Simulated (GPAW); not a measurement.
# Optical response of BN

Aim: the dielectric function of BN, and the optical constants that follow from it. The cell comes from an older database entry, whose edges can differ from later determinations, mostly by under a per cent.

Method: DFT, PBE, plane-wave PAW (GPAW data sets), scalar-relativistic, RPA, optical limit, in GPAW 26.7.0.

The database entry behind the starting cell has ideal inner coordinates that were not refined, so it need not match the best structure at ambient conditions.

## (1) The structure

Symmetry: P6_3mc, No. 186, hexagonal system. Conventional cell: a = 2.536 Å, b = 2.536 Å, c = 4.199 Å, α = 90.00°, β = 90.00°, γ = 120.00°. Nearest to N lie 4 B at 1.56 to 1.57 Å. Nearest to B lie 4 N at 1.56 to 1.57 Å. Farther neighbours and most contacts between anions are not listed.

Structure file:

```
N B
1.0
     2.53600    0.00000    0.00000
    -1.26800    2.19624    0.00000
     0.00000    0.00000    4.19900
N B
2 2
Direct
  0.33333 0.66667 0.87500
  0.66667 0.33333 0.37500
  0.33333 0.66667 0.50000
  0.66667 0.33333 0.00000
```

## (2) Dielectric function, RPA

Local fields let the induced charge screen the field inside the cell, which as a rule lowers ε, most along directions where the density is uneven.

df.py

```python
from gpaw.response.df import DielectricFunction

df = DielectricFunction('full.gpw', frequencies={'type': 'nonlinear', 'domega0': 0.03, 'omega2': 8},
                        ecut=50,
                        eta=0.15,
                        nbands=22,
                        txt='df.txt')
for direction in ['x', 'z']:
    df.get_dielectric_function(xc='RPA', direction=direction, filename=f'df_{direction}.csv')
```

Started as:

```bash
OMP_NUM_THREADS=1 python df.py
```

Numbers of over 12 decimals in the logs are rounded to 6 here.

The program printed:

```text
Using integrator: PointIntegrator
NonLinearFrequencyDescriptor(from 0.000 to 52.232 eV, 471 points)
Nonperiodic BCs:  [False False False]
Using integrator: PointIntegrator
NonLinearFrequencyDescriptor(from 0.000 to 52.232 eV, 471 points)
Nonperiodic BCs:  [False False False]

Calculating chi0 body with:
    Ground state adapter containing:
    Number of spins: 1
    Number of kpoints: 1575
    Number of irreducible kpoints: 165
    Number of completely occupied states: 8
    Number of partially occupied states: 8

    Linear response parametrization:
    q_c: [0.0, 0.0, 0.0]
    Number of frequency points: 471
    Planewave cutoff: 50.0
    Number of bands: 22
    Number of planewaves: 23
    Broadening (eta): 0.15

Integrating chi0 body.

Symmetries of q_c:
    Direct symmetries (Uq -> q): 6
    Indirect symmetries (TUq -> q): 6
In total 12 allowed symmetries.

165 groups of equivalent kpoints. 89.523810% reduction.

Integral kind: spectral function

Calculating chi0 optical extensions with:
    Ground state adapter containing:
    Number of spins: 1
    Number of kpoints: 1575
    Number of irreducible kpoints: 165
    Number of completely occupied states: 8
    Number of partially occupied states: 8

    Linear response parametrization:
    Number of frequency points: 471
    Planewave cutoff: 50.0
    Number of bands: 22
    Number of planewaves: 23
    Broadening (eta): 0.15
Integrating chi0 head and wings.

Symmetries of q_c:
    Direct symmetries (Uq -> q): 6
    Indirect symmetries (TUq -> q): 6
In total 12 allowed symmetries.

165 groups of equivalent kpoints. 89.523810% reduction.

Integral kind: spectral function wings
```

Elapsed: 4.8 s, on 1 thread of Intel Xeon Platinum 8559C (Emerald Rapids), shared host; peak memory 0.21 GiB.

Read-outs, printed or worked out from the files:

```
electronic dielectric constant ε∞, mean over x, y and z (by symmetry where fewer were run) : 4.513
main peak of Im epsilon, first axis                                                        : 11.61 eV
```

Some rows of df_x.csv (energy; Re and Im without local fields; Re and Im with them):

```text
0.000000, 4.622981, 0.000000, 4.451166, -0.000000
0.429336, 4.627234, 0.002978, 4.455107, 0.002760
0.878195, 4.640853, 0.006144, 4.467726, 0.005692
1.347938, 4.665411, 0.009576, 4.490476, 0.008870
1.840057, 4.702974, 0.013381, 4.525264, 0.012390
2.356191, 4.756304, 0.017706, 4.574633, 0.016387
2.898142, 4.829167, 0.022762, 4.642047, 0.021053
3.467895, 4.926839, 0.028868, 4.732344, 0.026676
4.067647, 5.056941, 0.036519, 4.852505, 0.033710
4.699832, 5.230939, 0.046544, 5.013007, 0.042903
5.367152, 5.467006, 0.060417, 5.230416, 0.055592
6.072622, 5.796021, 0.081045, 5.532827, 0.074410
6.819608, 6.276049, 0.115066, 5.972983, 0.105381
7.611886, 7.036149, 0.182341, 6.668331, 0.166748
8.453705, 8.476552, 0.458754, 7.980216, 0.431481
9.349861, 10.937207, 1.909757, 10.153308, 1.760950
10.305790, 13.586618, 8.935210, 12.672494, 7.552390
11.327680, 4.578682, 13.702221, 5.089095, 12.391842
12.422601, -0.582299, 10.466838, 0.158161, 9.915656
13.598673, -0.062558, 8.209023, 0.506212, 7.603336
```

Values under the direct gap are tails of Lorentzian lines. Im ε against photon energy; read off at these points:

```tsv
photon energy (eV)	E ∥ x	E ∥ z
0.00	0	0
0.50	0.00322	0.00369
1.00	0.00650	0.00746
1.50	0.00993	0.0114
2.00	0.0136	0.0157
2.50	0.0176	0.0203
3.00	0.0220	0.0256
3.50	0.0270	0.0316
4.00	0.0328	0.0388
4.50	0.0398	0.0474
5.00	0.0482	0.0582
5.50	0.0586	0.0720
6.00	0.0721	0.0906
6.50	0.0902	0.117
7.00	0.116	0.157
7.50	0.155	0.225
8.00	0.226	0.375
8.50	0.473	1.13
9.00	1.07	3.30
9.50	2.15	5.44
10.00	4.78	9.50
10.50	9.76	10.9
11.00	12.2	12.1
11.10	12.3	12.4
11.50	12.3	10.5
11.63	12.4	9.57
12.00	10.0	6.35
12.50	9.62	7.92
13.00	7.22	7.15
13.50	7.19	8.62
13.60	7.61	8.98
13.77	7.86	8.46
```

Table of Re ε by photon energy:

```tsv
photon energy (eV)	E ∥ x	E ∥ z
0.0	4.45	4.64
0.5	4.46	4.64
1.0	4.47	4.66
1.5	4.50	4.69
2.0	4.54	4.74
2.5	4.59	4.80
3.0	4.66	4.87
3.5	4.74	4.97
4.0	4.84	5.09
4.5	4.96	5.23
5.0	5.10	5.40
5.5	5.28	5.62
6.0	5.50	5.89
6.5	5.77	6.23
7.0	6.11	6.68
7.5	6.55	7.30
8.0	7.16	8.24
8.5	8.07	9.87
9.0	9.19	10.8
9.5	10.6	11.9
10.0	12.2	10.4
10.5	12.5	5.78
11.0	7.30	5.04
11.5	4.02	0.727
12.0	1.37	0.786
12.5	-0.224	1.60
13.0	-0.383	0.191
13.5	0.629	0.877
```

The loss function −Im 1/ε at q → 0 has structure finer than the step of the table below, so its rows give means over 0.5 eV, whole bins alone (the curve runs from 0 to 14.0 eV). Peaks (eV: height): E ∥ x 13.34: 0.146; E ∥ z 12.02: 0.155, 13.08: 0.147.

Values under the direct gap are tails of Lorentzian lines. Loss function −Im 1/ε at q → 0 against energy loss; means over each step:

```tsv
energy loss (eV)	E ∥ x	E ∥ z
0.5	1.6e-4	1.7e-4
1.0	3.3e-4	3.4e-4
1.5	4.9e-4	5.2e-4
2.0	6.6e-4	7.0e-4
2.5	8.3e-4	8.8e-4
3.0	0.00101	0.00108
3.5	0.00120	0.00128
4.0	0.00140	0.00150
4.5	0.00162	0.00173
5.0	0.00185	0.00199
5.5	0.00210	0.00228
6.0	0.00239	0.00262
6.5	0.00272	0.00301
7.0	0.00311	0.00352
7.5	0.00362	0.00424
8.0	0.00446	0.00564
8.5	0.00722	0.0118
9.0	0.0123	0.0252
9.5	0.0181	0.0321
10.0	0.0273	0.0462
10.5	0.0405	0.0681
11.0	0.0604	0.0739
11.5	0.0737	0.0970
12.0	0.0949	0.138
12.5	0.106	0.121
13.0	0.137	0.136
13.5	0.137	0.119
```

Table of refractive index n and extinction k by photon energy:

```tsv
photon energy (eV)	n, E ∥ x	k, E ∥ x	n, E ∥ z	k, E ∥ z
0.0	2.11	0	2.15	0
0.5	2.11	7.6e-4	2.15	8.6e-4
1.0	2.11	0.00154	2.16	0.00173
1.5	2.12	0.00234	2.17	0.00264
2.0	2.13	0.00319	2.18	0.00360
2.5	2.14	0.00410	2.19	0.00464
3.0	2.16	0.00510	2.21	0.00579
3.5	2.18	0.00621	2.23	0.00709
4.0	2.20	0.00747	2.26	0.00859
4.5	2.23	0.00893	2.29	0.0104
5.0	2.26	0.0107	2.32	0.0125
5.5	2.30	0.0128	2.37	0.0152
6.0	2.34	0.0154	2.43	0.0187
6.5	2.40	0.0188	2.50	0.0234
7.0	2.47	0.0234	2.58	0.0303
7.5	2.56	0.0303	2.70	0.0416
8.0	2.68	0.0423	2.87	0.0653
8.5	2.84	0.0831	3.15	0.180
9.0	3.04	0.176	3.33	0.496
9.5	3.27	0.329	3.53	0.770
10.0	3.56	0.671	3.50	1.36
10.5	3.77	1.29	3.01	1.81
11.0	3.28	1.86	3.01	2.00
11.5	2.91	2.11	2.37	2.21
12.0	2.40	2.09	1.90	1.68
12.5	2.17	2.22	2.20	1.80
13.0	1.85	1.95	1.92	1.87
13.5	1.98	1.82	2.18	1.97
```

Table of reflectivity at normal incidence by photon energy; read off at these points:

```tsv
photon energy (eV)	E ∥ x (%)	E ∥ z (%)
0.00	12.7	13.4
0.50	12.8	13.4
1.00	12.8	13.5
1.50	12.9	13.6
2.00	13.0	13.7
2.50	13.2	13.9
3.00	13.4	14.2
3.50	13.7	14.5
4.00	14.1	14.9
4.50	14.5	15.3
5.00	14.9	15.9
5.50	15.5	16.5
6.00	16.2	17.3
6.50	17.0	18.3
7.00	18.0	19.5
7.50	19.2	21.1
8.00	20.8	23.4
8.50	23.0	26.9
9.00	25.6	29.8
9.50	28.7	33.1
10.00	33.0	36.6
10.50	38.3	37.7
11.00	39.8	40.1
11.18	40.0	41.8
11.50	41.1	41.6
11.71	42.6	40.9
12.00	39.8	32.3
12.50	42.0	34.7
12.59	42.1	35.8
13.00	38.0	36.0
13.50	35.0	37.7
```

At chosen wavelengths:

```tsv
wavelength (nm)	n x	k x	R (%) x	1/α x	n z	k z	R (%) z	1/α z
1064	2.12	0.002	12.8	47 µm	2.16	0.002	13.5	42 µm
800	2.12	0.002	12.9	26 µm	2.17	0.003	13.6	23 µm
532	2.14	0.004	13.2	11 µm	2.19	0.004	13.8	9.9 µm
450	2.15	0.005	13.3	7.8 µm	2.20	0.005	14.0	6.9 µm
365	2.17	0.006	13.7	4.9 µm	2.22	0.007	14.4	4.3 µm
308	2.20	0.008	14.1	3.3 µm	2.26	0.009	14.9	2.8 µm
248	2.26	0.011	14.9	1.9 µm	2.32	0.013	15.9	1.6 µm
```

Below the direct gap, k and the depth come from the tails of the Lorentzian lines, not from transitions.

At 1064 nm the birefringence n(z) − n(x) is +0.044: the crystal is uniaxial positive at this level.

## (3) Outcome

```
electronic dielectric constant ε∞, mean over x, y and z (by symmetry where fewer were run) (RPA) : 4.51
main peak of Im epsilon, first axis                                                              : 11.6 eV
```

At this level (PBE, RPA) BN has a mean ε∞ = 4.51 and n = 2.11 at 1550 nm (E ∥ x), and Im ε peaks at 11.6 eV (E ∥ x). Local fields change the static value along x from 4.62 to 4.45 (-4 %). Distinct maxima of Im ε, read by a parabola through the highest points, lie at 11.61 eV (12) and 13.75 eV (7.9) for E ∥ x. The static values by axis are 4.45 (x), 4.64 (z). At 1064 nm the birefringence n(z) − n(x) is +0.044: the crystal is uniaxial positive at this level. Excitons and phonon-assisted transitions are missing; PBE gaps are as a rule too small, which pulls the onset down and ε∞ up. The sum runs over mesh points, so small or evenly spaced maxima can still be ripples of the mesh.

[Machine, clock and banner lines and Python warnings are left out of the logs.]

[Logs are printed without paths, hosts, clocks, repeated set-up lines and the standing remarks that a program may print on its own settings, such as how far it seeks lower states.]

[Hosts, paths, dates, database ids (printed as entryN), source tags and the programs' standing remarks are cut or masked in the printed files.]
